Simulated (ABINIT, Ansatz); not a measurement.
Records of electronic-structure calculations.

**WS2 (Tungstenite): one start, several treatments of the self-energy**

The structure is hexagonal, space group P6_3/mmc (No. 194). The conventional cell has a = 3.180 Å, b = 3.180 Å, c = 12.500 Å, α = 90.00°, β = 90.00°, γ = 120.00°. W has 6 S at 2.41 Å nearest. S has 3 W at 2.41 Å nearest. Farther neighbours, and contacts between anions beyond the nearest, are not listed.

- method: RPA screening on PBE, plane waves, norm-conserving pseudopotentials (and 3 further levels or steps)
- program: ABINIT 10.8.3
- settings: cutoff 31 Ha, PseudoDojo scalar-relativistic 0.4.1 standard, norm-conserving, ngkpt (3, 3, 1), nband 127, ecuteps 4.2 Ha, inclvkb 2, shiftk (0, 0, 0), symchi 1, awtr 1, frequency ppm, 3×3×1 k-mesh
- cost: 6 runs, 2.2 min in all on 4 MPI ranks of Arm Neoverse V2, shared host
- notes: The database entry behind the starting cell differs from other determinations of this structure. The program’s warnings: nproc spkpt=  >= nkpt= * nsppol=. The cell and positions come from the Crystallography Open Database and are kept as given unless a step says otherwise. Limits: no spin-orbit coupling. The 3×3×1 mesh is coarse for this cell, which bears on the long-range parts of exchange and screening.
- G0W0, Godby-Needs plasmon pole: 1.883 eV
- G0W0, Hybertsen-Louie plasmon pole: 1.963 eV
- G0W0, von der Linden-Horsch plasmon pole: 1.984 eV
- one-shot Hartree-Fock: 7.089 eV
- known limits: short of the basis limit; no spin-orbit coupling; coarse k mesh

G0W0, Hybertsen-Louie plasmon pole: +0.080 eV against G0W0, Godby-Needs plasmon pole. G0W0, von der Linden-Horsch plasmon pole: +0.101 eV against G0W0, Godby-Needs plasmon pole.

[Paths, hosts, dates, memory and timing lines, banners, echoed tables and standing remarks are left out of the program output; an Ansatz launch command may be rebuilt from the run's recorded settings. Measured values are a selection of at most five: reports struck by readers or far from the other reports are left out. None is set beside runs whose start may be inverted or whose files or cutoffs have a known fault.]

[Runs of the session that timed out or met a known fault of the program may be left out.]

[Hosts, paths, dates, database ids (printed as entryN), source tags and the programs' standing remarks are cut or masked in the printed files.]

[G0W0 gaps are taken among the corrected bands and points alone; a level outside them can change the order at an edge.]

[Where Ansatz stands beside ABINIT at settings called matched, ABINIT's density can come from a denser mesh and the files from another edition; pairs whose starting gaps differed by over 0.03 eV were left out, so agreement reads better than it is.]
